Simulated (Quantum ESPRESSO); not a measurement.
# Fixed-spin-moment curve of BaFeO3

Wanted: E(M) for BaFeO3 from a parallel start.

Method: PBEsol with U = 4.5 eV on Fe d (ortho-atomic projectors); plane waves with GBRV 1.5 PBEsol potentials, no spin-orbit coupling, in Quantum ESPRESSO 7.5.

**1. Starting point**

It takes space group Pm-3m (No. 221, cubic). The conventional cell has a = 3.952 Å, b = 3.952 Å, c = 3.952 Å, α = 90.00°, β = 90.00°, γ = 90.00°. Nearest to Ba lie 12 O at 2.79 Å. Nearest to Fe lie 6 O at 1.98 Å. O has 2 Fe at 1.98 Å and 4 Ba at 2.79 Å nearest. Farther neighbours and most contacts between anions are not listed.

The cell comes from Materials Project 2023-11-01, a database of computed structures, and need not be the stable phase.

**2. No moment imposed**

pw.in

```
&CONTROL
  calculation = 'scf'
  prefix = 'pwscf'
  outdir = './tmp'
  pseudo_dir = './pseudo'
  disk_io = 'nowf'
/
&SYSTEM
  ibrav = 0
  nat = 5
  ntyp = 3
  ecutwfc = 40
  ecutrho = 280
  nbnd = 33
  occupations = 'smearing'
  smearing = 'fd'
  degauss = 0.00734986
  nspin = 2
  starting_magnetization(1) = 0
  starting_magnetization(2) = 0.25
  starting_magnetization(3) = 0
/
&ELECTRONS
  conv_thr = 1d-08
  electron_maxstep = 150
  mixing_beta = 0.3
/
ATOMIC_SPECIES
Ba    137.3270 ba_pbesol_v1.uspp.F.UPF
Fe     55.8450 fe_pbesol_v1.5.uspp.F.UPF
O      15.9990 o_pbesol_v1.2.uspp.F.UPF
CELL_PARAMETERS angstrom
   3.9515666733    0.0000000000    0.0000000000
   0.0000000000    3.9515666733    0.0000000000
   0.0000000000    0.0000000000    3.9515666733
ATOMIC_POSITIONS crystal
Ba      0.0000000000    0.0000000000    0.0000000000
Fe      0.5000000000    0.5000000000    0.5000000000
O       0.0000000000    0.5000000000    0.5000000000
O       0.5000000000    0.0000000000    0.5000000000
O       0.5000000000    0.5000000000    0.0000000000
K_POINTS automatic
6 6 6 0 0 0
HUBBARD {ortho-atomic}
U Fe-3d 4.5000
```

Command:

```
OMP_NUM_THREADS=1 mpirun -n 2 pw.x -nk 2 -in pw.in > pw.out
```

Log:

```text
Program PWSCF v.7.5 starts

     Message from routine setup:
     using ibrav=0 with symmetry is DISCOURAGED, use correct ibrav instead

     K-points division:     npool     =       2
     Subspace diagonalization in iterative solution of the eigenvalue problem:

     G-vector sticks info
     --------------------
     sticks:   dense  smooth     PW     G-vecs:    dense   smooth      PW
     Sum        1237     709    221                32987    14147    2517

     Using Slab Decomposition

     bravais-lattice index     =            0
     lattice parameter (alat)  =       7.4674  a.u.
     unit-cell volume          =     416.3941 (a.u.)^3
     number of atoms/cell      =            5
     number of atomic types    =            3
     number of electrons       =        44.00
     number of Kohn-Sham states=           33
     kinetic-energy cutoff     =      40.0000  Ry
     charge density cutoff     =     280.0000  Ry
     scf convergence threshold =      1.0E-08
     mixing beta               =       0.3000
     number of iterations used =            8  plain     mixing
     Exchange-correlation= SLA  PW   PSX  PSC
                           (   1   4  10   8   0   0   0)
     Hubbard projectors: ortho-atomic
     Hubbard parameters of DFT+U (Dudarev formulation) in eV:
     U(Fe-3d) =  4.5000

     Internal variables: lda_plus_u =T, lda_plus_u_kind = 0

     Internal variables: orbital_resolved =F, hub_pot_fix =F, apply_U = F

     celldm(1)=   7.467379  celldm(2)=   0.000000  celldm(3)=   0.000000
     celldm(4)=   0.000000  celldm(5)=   0.000000  celldm(6)=   0.000000

     crystal axes: (cart. coord. in units of alat)
               a(1) = (   1.000000   0.000000   0.000000 )
               a(2) = (   0.000000   1.000000   0.000000 )
               a(3) = (   0.000000   0.000000   1.000000 )

     reciprocal axes: (cart. coord. in units 2 pi/alat)
               b(1) = (  1.000000  0.000000  0.000000 )
               b(2) = (  0.000000  1.000000  0.000000 )
               b(3) = (  0.000000  0.000000  1.000000 )

     PseudoPot. # 1 for Ba read from file:
     ba_pbesol_v1.uspp.F.UPF
     Pseudo is Ultrasoft + core correction, Zval = 10.0
     Generated by new atomic code, or converted to UPF format
     Using radial grid of  907 points,  7 beta functions with:
                l(1) =   0
                l(2) =   0
                l(3) =   1
                l(4) =   1
                l(5) =   2
                l(6) =   2
                l(7) =   3
     Q(r) pseudized with  6 coefficients,  rinner =    1.700   1.700   1.700
                                                       1.700   1.700   1.700
                                                       1.700

     PseudoPot. # 2 for Fe read from file:
     fe_pbesol_v1.5.uspp.F.UPF
     Pseudo is Ultrasoft + core correction, Zval = 16.0
     Generated by new atomic code, or converted to UPF format
     Using radial grid of  861 points,  6 beta functions with:
                l(1) =   0
                l(2) =   0
                l(3) =   1
                l(4) =   1
                l(5) =   2
                l(6) =   2
     Q(r) pseudized with  8 coefficients,  rinner =    1.000   1.000   1.000
                                                       1.000   1.000

     PseudoPot. # 3 for O  read from file:
     o_pbesol_v1.2.uspp.F.UPF
     Pseudo is Ultrasoft + core correction, Zval =  6.0
     Generated by new atomic code, or converted to UPF format
     Using radial grid of  737 points,  5 beta functions with:
                l(1) =   0
                l(2) =   0
                l(3) =   1
                l(4) =   1
                l(5) =   2
     Q(r) pseudized with  8 coefficients,  rinner =    0.900   0.900   0.900
                                                       0.900   0.900

     atomic species   valence    mass     pseudopotential
     Ba               10.00   137.32700     Ba( 1.00)
     Fe               16.00    55.84500     Fe( 1.00)
     O                 6.00    15.99900     O ( 1.00)

     Starting magnetic structure
     atomic species   magnetization
     Ba              0.000
     Fe              0.250
     O               0.000

     48 Sym. Ops., with inversion, found

   Cartesian axes

     site n.     atom                  positions (alat units)
         1        Ba     tau(   1) = (   0.0000000   0.0000000   0.0000000  )
         2        Fe     tau(   2) = (   0.5000000   0.5000000   0.5000000  )
         3        O      tau(   3) = (   0.0000000   0.5000000   0.5000000  )
         4        O      tau(   4) = (   0.5000000   0.0000000   0.5000000  )
         5        O      tau(   5) = (   0.5000000   0.5000000   0.0000000  )

     number of k points=    20  Fermi-Dirac smearing, width (Ry)=  0.0073
                       cart. coord. in units 2pi/alat
        k(    1) = (   0.0000000   0.0000000   0.0000000), wk =   0.0046296
        k(    2) = (   0.0000000   0.0000000   0.1666667), wk =   0.0277778
        k(    3) = (   0.0000000   0.0000000   0.3333333), wk =   0.0277778
        k(    4) = (   0.0000000   0.0000000  -0.5000000), wk =   0.0138889
        k(    5) = (   0.0000000   0.1666667   0.1666667), wk =   0.0555556
        [... 15 further k-points ...]

     Dense  grid:    32987 G-vectors     FFT dimensions: (  40,  40,  40)

     Smooth grid:    14147 G-vectors     FFT dimensions: (  32,  32,  32)

     Check: negative core charge=   -0.000020
     Generating pointlists ...
     new r_m :   0.2917 (alat units)  2.1781 (a.u.) for type    1
     new r_m :   0.2063 (alat units)  1.5401 (a.u.) for type    2
     new r_m :   0.2063 (alat units)  1.5401 (a.u.) for type    3

     Initial potential from superposition of free atoms

     starting charge      42.9862, renormalised to      44.0000

     negative rho (up, down):  4.902E-02 4.905E-02

     STARTING HUBBARD OCCUPATIONS:

     =================== HUBBARD OCCUPATIONS ===================
     ------------------------ ATOM    2 ------------------------
     Tr[ns(  2)] (up, down, total) =   5.00000  0.00000  5.00000
     Atomic magnetic moment for atom   2 =   5.00000
     [... lines left out ...]
     Number of occupied Hubbard levels =    5.0000

     Atomic wfc used for Hubbard projectors are orthogonalized

     Starting wfcs are   38 randomized atomic wfcs

     Self-consistent Calculation

     iteration #  1     ecut=    40.00 Ry     beta= 0.30
     Davidson diagonalization with overlap
     ethr =  1.00E-02,  avg # of iterations =  5.5

     =================== HUBBARD OCCUPATIONS ===================
     ------------------------ ATOM    2 ------------------------
     Tr[ns(  2)] (up, down, total) =   4.53840  0.38147  4.91986
     Atomic magnetic moment for atom   2 =   4.15693
     [... lines left out ...]
     Number of occupied Hubbard levels =    4.9199

     negative rho (up, down):  4.730E-02 4.733E-02

     total energy              =    -416.83303270 Ry
     estimated scf accuracy    <       1.18837334 Ry

     total magnetization       =     4.00 Bohr mag/cell
     absolute magnetization    =     4.44 Bohr mag/cell

     iteration #  2     ecut=    40.00 Ry     beta= 0.30
     Davidson diagonalization with overlap
     ethr =  2.70E-03,  avg # of iterations =  2.1

     negative rho (up, down):  4.663E-02 4.666E-02

     total energy              =    -416.96812394 Ry
     estimated scf accuracy    <       1.22593126 Ry

     total magnetization       =     3.89 Bohr mag/cell
     absolute magnetization    =     3.90 Bohr mag/cell

     iteration #  3     ecut=    40.00 Ry     beta= 0.30
     Davidson diagonalization with overlap
     ethr =  2.70E-03,  avg # of iterations =  1.2

     negative rho (up, down):  4.537E-02 4.543E-02

     total energy              =    -417.14455356 Ry
     estimated scf accuracy    <       0.09909164 Ry

     total magnetization       =     4.02 Bohr mag/cell
     absolute magnetization    =     4.34 Bohr mag/cell

     [... further iterations left out ...]

     iteration # 10     ecut=    40.00 Ry     beta= 0.30
     Davidson diagonalization with overlap
     ethr =  3.83E-09,  avg # of iterations =  2.0

     negative rho (up, down):  4.345E-02 4.352E-02

     total energy              =    -417.16158657 Ry
     estimated scf accuracy    <       0.00000015 Ry

     total magnetization       =     4.15 Bohr mag/cell
     absolute magnetization    =     4.38 Bohr mag/cell

     iteration # 11     ecut=    40.00 Ry     beta= 0.30
     Davidson diagonalization with overlap
     ethr =  3.44E-10,  avg # of iterations =  2.3

     negative rho (up, down):  4.345E-02 4.352E-02

     total energy              =    -417.16158685 Ry
     estimated scf accuracy    <       0.00000027 Ry

     total magnetization       =     4.15 Bohr mag/cell
     absolute magnetization    =     4.38 Bohr mag/cell

     iteration # 12     ecut=    40.00 Ry     beta= 0.30
     Davidson diagonalization with overlap
     ethr =  3.44E-10,  avg # of iterations =  1.0

     negative rho (up, down):  4.346E-02 4.352E-02

     total energy              =    -417.16158685 Ry
     estimated scf accuracy    <       0.00000012 Ry

     total magnetization       =     4.15 Bohr mag/cell
     absolute magnetization    =     4.38 Bohr mag/cell

     iteration # 13     ecut=    40.00 Ry     beta= 0.30
     Davidson diagonalization with overlap
     ethr =  2.84E-10,  avg # of iterations =  1.5

     negative rho (up, down):  4.346E-02 4.352E-02

     Magnetic moment per site  (integrated on atomic sphere of radius R)
     atom   1 (R=0.292)  charge=  6.7892  magn=  0.0068
     atom   2 (R=0.206)  charge= 12.9199  magn=  3.6257
     atom   3 (R=0.206)  charge=  5.3715  magn=  0.0571
     atom   4 (R=0.206)  charge=  5.3715  magn=  0.0571
     atom   5 (R=0.206)  charge=  5.3715  magn=  0.0571

     End of self-consistent calculation

     =================== HUBBARD OCCUPATIONS ===================
     ------------------------ ATOM    2 ------------------------
     Tr[ns(  2)] (up, down, total) =   4.80621  0.91078  5.71699
     Atomic magnetic moment for atom   2 =   3.89543
     [... lines left out ...]
     Number of occupied Hubbard levels =    5.7170

     [... lines left out ...]
     the Fermi energy is    10.5669 ev

!    total energy              =    -417.16158688 Ry
     estimated scf accuracy    <          3.0E-09 Ry
     smearing contrib. (-TS)   =      -0.00389884 Ry
     internal energy E=F+TS    =    -417.15768804 Ry

     The total energy is F=E-TS. E is the sum of the following terms:
     one-electron contribution =    -202.68659101 Ry
     hartree contribution      =     126.61196311 Ry
     xc contribution           =     -78.23406219 Ry
     ewald contribution        =    -262.99924106 Ry
     Hubbard energy            =       0.15024310 Ry

     total magnetization       =     4.15 Bohr mag/cell
     absolute magnetization    =     4.38 Bohr mag/cell

     convergence has been achieved in  13 iterations

=------------------------------------------------------------------------------=
   JOB DONE.
=------------------------------------------------------------------------------=
```

Wall time 27 s (2 MPI ranks of Arm Neoverse V1, shared host); peak memory 0.38 GiB; 55 s of CPU time.

Spin moment in the atom's sphere by atom:

```csv
atom,spin moment in the atom's sphere (μB)
Ba1,0.01
Fe2,3.63
O3,0.06
O4,0.06
O5,0.06
```

Read from the output:

```yaml
smearing_term_ts: 0.05305 eV
magnetization: 4.149 μB
absolute_magnetization: 4.381 μB
final_state: ferromagnetic
```

**3. Moment fixed at 0 μB**

The two spin channels are filled to separate Fermi energies, so that the total moment meets the target. Half of the up one less the down one is the slope dE/dM.

Edit pw.in of step 2 so:

```diff
@@ -13,3 +13,3 @@
   ecutrho = 280
-  nbnd = 33
+  nbnd = 34
   occupations = 'smearing'
@@ -19,4 +19,5 @@
   starting_magnetization(1) = 0
-  starting_magnetization(2) = 0.25
+  starting_magnetization(2) = 0.0125
   starting_magnetization(3) = 0
+  tot_magnetization = 0
 /
```

Log:

```text
     [... lines left out ...]
Program PWSCF v.7.5 starts
     [... lines left out ...]
     number of atoms/cell      =            5
     [... lines left out ...]
     number of electrons       =        44.00 (up:  22.00, down:  22.00)
     number of Kohn-Sham states=           34
     kinetic-energy cutoff     =      40.0000  Ry
     charge density cutoff     =     280.0000  Ry
     scf convergence threshold =      1.0E-08
     [... lines left out ...]
     48 Sym. Ops., with inversion, found
     [... lines left out ...]
     number of k points=    20  Fermi-Dirac smearing, width (Ry)=  0.0073
     [... lines left out ...]
     iteration # 18     ecut=    40.00 Ry     beta= 0.30
     [... lines left out ...]
     Magnetic moment per site  (integrated on atomic sphere of radius R)
     atom   1 (R=0.292)  charge=  6.7633  magn= -0.0000
     atom   2 (R=0.206)  charge= 13.0587  magn=  0.0003
     atom   3 (R=0.206)  charge=  5.3315  magn= -0.0001
     atom   4 (R=0.206)  charge=  5.3315  magn= -0.0001
     atom   5 (R=0.206)  charge=  5.3315  magn= -0.0001
     [... lines left out ...]
     Tr[ns(  2)] (up, down, total) =   3.07178  3.07146  6.14324
     [... lines left out ...]
     the spin up/dw Fermi energies are    10.3070   10.3072 ev
!    total energy              =    -416.96516091 Ry
     estimated scf accuracy    <          6.2E-10 Ry
     smearing contrib. (-TS)   =      -0.01738568 Ry
     [... lines left out ...]
     total magnetization       =    -0.00 Bohr mag/cell
     absolute magnetization    =     0.00 Bohr mag/cell
     convergence has been achieved in  18 iterations
```

The job ended after 39 s (2 MPI ranks; peak memory 0.41 GiB).

Read from the output:

* magnetization: 0 μB
* absolute magnetization: 0 μB
* half the difference of the two Fermi energies: -0.1 meV
* largest moment: 0 μB

**4. Moment fixed at 0.934 μB**

Edit pw.in of step 3 so:

```diff
@@ -19,5 +19,5 @@
   starting_magnetization(1) = 0
-  starting_magnetization(2) = 0.0125
+  starting_magnetization(2) = 0.0584
   starting_magnetization(3) = 0
-  tot_magnetization = 0
+  tot_magnetization = 0.934
 /
```

Log:

```text
     [... lines left out ...]
Program PWSCF v.7.5 starts
     [... lines left out ...]
     number of atoms/cell      =            5
     [... lines left out ...]
     number of electrons       =        44.00 (up:  22.47, down:  21.53)
     number of Kohn-Sham states=           34
     kinetic-energy cutoff     =      40.0000  Ry
     charge density cutoff     =     280.0000  Ry
     scf convergence threshold =      1.0E-08
     [... lines left out ...]
     48 Sym. Ops., with inversion, found
     [... lines left out ...]
     number of k points=    20  Fermi-Dirac smearing, width (Ry)=  0.0073
     [... lines left out ...]
     iteration # 15     ecut=    40.00 Ry     beta= 0.30
     [... lines left out ...]
     Magnetic moment per site  (integrated on atomic sphere of radius R)
     atom   1 (R=0.292)  charge=  6.7716  magn=  0.0058
     atom   2 (R=0.206)  charge= 13.0443  magn=  0.9924
     atom   3 (R=0.206)  charge=  5.3342  magn= -0.0413
     atom   4 (R=0.206)  charge=  5.3342  magn= -0.0413
     atom   5 (R=0.206)  charge=  5.3342  magn= -0.0413
     [... lines left out ...]
     Tr[ns(  2)] (up, down, total) =   3.58267  2.51979  6.10246
     [... lines left out ...]
     the spin up/dw Fermi energies are    10.0680   10.8140 ev
!    total energy              =    -416.98136083 Ry
     estimated scf accuracy    <          4.7E-09 Ry
     smearing contrib. (-TS)   =      -0.01525941 Ry
     [... lines left out ...]
     total magnetization       =     0.93 Bohr mag/cell
     absolute magnetization    =     1.27 Bohr mag/cell
     convergence has been achieved in  15 iterations
```

Run time: 33 s. Hardware: 2 MPI ranks; peak memory 0.25 GiB; 66 s of CPU time.

Spin moment in the atom's sphere by atom:

```csv
atom,spin moment in the atom's sphere (μB)
Ba1,0.006
Fe2,0.992
O3,-0.041
O4,-0.041
O5,-0.041
```

Numbers from this step:

```yaml
magnetization: 0.934 μB
absolute_magnetization: 1.274 μB
half_the_difference_of_the_two_fermi_energies: -373 meV
```

**5. Moment fixed at 1.867 μB**

Edit pw.in of step 4 so:

```diff
@@ -13,3 +13,3 @@
   ecutrho = 280
-  nbnd = 34
+  nbnd = 35
   occupations = 'smearing'
@@ -19,5 +19,5 @@
   starting_magnetization(1) = 0
-  starting_magnetization(2) = 0.0584
+  starting_magnetization(2) = 0.1167
   starting_magnetization(3) = 0
-  tot_magnetization = 0.934
+  tot_magnetization = 1.867
 /
```

Log:

```text
     [... lines left out ...]
Program PWSCF v.7.5 starts
     [... lines left out ...]
     number of atoms/cell      =            5
     [... lines left out ...]
     number of electrons       =        44.00 (up:  22.93, down:  21.07)
     number of Kohn-Sham states=           35
     kinetic-energy cutoff     =      40.0000  Ry
     charge density cutoff     =     280.0000  Ry
     scf convergence threshold =      1.0E-08
     [... lines left out ...]
     48 Sym. Ops., with inversion, found
     [... lines left out ...]
     number of k points=    20  Fermi-Dirac smearing, width (Ry)=  0.0073
     [... lines left out ...]
     iteration # 14     ecut=    40.00 Ry     beta= 0.30
     [... lines left out ...]
     Magnetic moment per site  (integrated on atomic sphere of radius R)
     atom   1 (R=0.292)  charge=  6.7804  magn=  0.0016
     atom   2 (R=0.206)  charge= 13.0607  magn=  2.4097
     atom   3 (R=0.206)  charge=  5.3313  magn= -0.2278
     atom   4 (R=0.206)  charge=  5.3313  magn= -0.2278
     atom   5 (R=0.206)  charge=  5.3313  magn= -0.2278
     [... lines left out ...]
     Tr[ns(  2)] (up, down, total) =   4.34317  1.71848  6.06165
     [... lines left out ...]
     the spin up/dw Fermi energies are    10.1118   12.0497 ev
!    total energy              =    -417.02584876 Ry
     estimated scf accuracy    <          7.5E-09 Ry
     smearing contrib. (-TS)   =      -0.01209901 Ry
     [... lines left out ...]
     total magnetization       =     1.87 Bohr mag/cell
     absolute magnetization    =     3.36 Bohr mag/cell
     convergence has been achieved in  14 iterations
```

Wall time 33 s (2 MPI ranks); peak memory 0.41 GiB.

This step gave:

```
magnetization                                 : 1.867 μB
absolute magnetization                        : 3.364 μB
half the difference of the two Fermi energies : -969 meV
largest moment                                : 2.410 μB
```

**6. All moments**

The runs not shown differ in the target, the start and the number of states alone. The point at 4.15 μB is the free run, entered with slope zero.

The energy over the lowest by total spin moment:

```csv
total spin moment (μB a cell),energy over the lowest (meV a cell)
0.00,2673
0.93,2452
1.87,1847
2.80,964
3.73,174
4.15,0
4.67,53.9
5.60,499
```

The dE/dM by total spin moment:

```csv
total spin moment (μB a cell),dE/dM (meV/μB)
0.00,-0.125
0.93,-373
1.87,-969
2.80,-893
3.73,-729
4.15,0
4.67,217
5.60,677
```

Table of largest site moment by total spin moment:

```csv
total spin moment (μB a cell),largest site moment (μB)
0.00,2.9e-4
0.93,0.992
1.87,2.41
2.80,3.00
3.73,3.51
4.15,3.63
4.67,3.68
5.60,3.88
```

**7. Outcome**

- moment of the free run: 4.15 μB a cell
- energy at zero total moment: 2673 meV a cell over the lowest
- ΔE/ΔM² from the lowest point to 4.67 and to 3.73 μB: 200 and 1010 meV/μB²

What this shows: At zero total moment the site moments vanish, so the 2673 meV a cell is the energy of forming them, the change of the Hubbard energy included. The points show one minimum alone. The cell holds one seeded atom, so opposed orders, which may lie lower, cannot form in it. Energies are free energies at an electronic temperature of 1160 K, which lowers moments and differences where the moments are itinerant. The smearing term is large for its width, so states at the Fermi level are partly filled: at this level the cell is a metal or has a gap of a few widths at most.

[Logs and program files are shortened in this print: banners, set-up blocks, solver, clock and traceback lines can be left out without a mark of their own.]

[Logs are printed without paths, hosts, clocks, repeated set-up lines and the standing remarks that a program may print on its own settings, such as how far it seeks lower states.]

[Hosts, paths, dates, database ids (printed as entryN), source tags and the programs' standing remarks are cut or masked in the printed files.]

[Where a cell is said to come from a database of computed structures, the database is the Materials Project.]
